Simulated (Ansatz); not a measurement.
Planning a GW calculation on WS2 (Tungstenite).

```cif
data_structure
_symmetry_space_group_name_H-M 'P 1'
_symmetry_Int_Tables_number 1
_cell_length_a 3.1532
_cell_length_b 3.1532
_cell_length_c 12.3230
_cell_angle_alpha 90.000
_cell_angle_beta 90.000
_cell_angle_gamma 120.000
_cell_volume 106.11
loop_
_atom_site_label
_atom_site_type_symbol
_atom_site_fract_x
_atom_site_fract_y
_atom_site_fract_z
_atom_site_occupancy
W1 W 0.33333 0.66667 0.25000 1
W2 W 0.66667 0.33333 0.75000 1
S3 S 0.33333 0.66667 0.62250 1
S4 S 0.66667 0.33333 0.12250 1
S5 S 0.33333 0.66667 0.87750 1
S6 S 0.66667 0.33333 0.37750 1
```

The cell and positions come from the Crystallography Open Database and are kept as given unless a step says otherwise. Spin-orbit coupling is left out unless a run names it.

Runs so far (Ansatz 0.2.0, start PBE, PAW set soft_1 files, 6×6×2 mesh). Times are wall times on 1 × NVIDIA H100 80GB HBM3 (shared by 6 runs) with 3 threads of AMD EPYC 7R13 (Zen 3), shared host, good to a factor of about two.

| bands summed | cutoff (eV) | gap on the mesh (eV) | time |
| --- | --- | --- | --- |
| 111 | 50 | 1.262 | 17 s |
| 266 | 100 | 1.333 | 16 s |
| 468 | 150 | 1.370 | 35 s |
| 812 | 220 | 1.391 | 60 s |

Q: What should the next rung give, with 1277 bands and screening to 300 eV, and where is the limit?

The error falls about as one over the bands when the cutoff rises with them. A line through the two highest rungs given predicts 1.402 eV; the run gave 1.402 eV, close to it. The two highest rungs put the limit near 1.421 eV, the pair below near 1.421 eV; their difference is a rough measure of what is unsettled in bands and cutoff; the mesh is a separate error.

Gaps are over the mesh's points; an edge off the mesh would be missed. Limits: not at the basis limit; no spin-orbit coupling; coarse k mesh.

[Paths, hosts, dates, memory and timing lines, banners, echoed tables and standing remarks are left out of the program output.]

[Logs are printed without paths, hosts, clocks, repeated set-up lines and the standing remarks that a program may print on its own settings, such as how far it seeks lower states.]

[Runs of the session that timed out or met a known fault of the program may be left out.]

[Cells called generated may have been cut or substituted from an entry of the Crystallography Open Database or the Materials Project.]

[Hosts, paths, dates, database ids (printed as entryN), source tags and the programs' standing remarks are cut or masked in the printed files.]
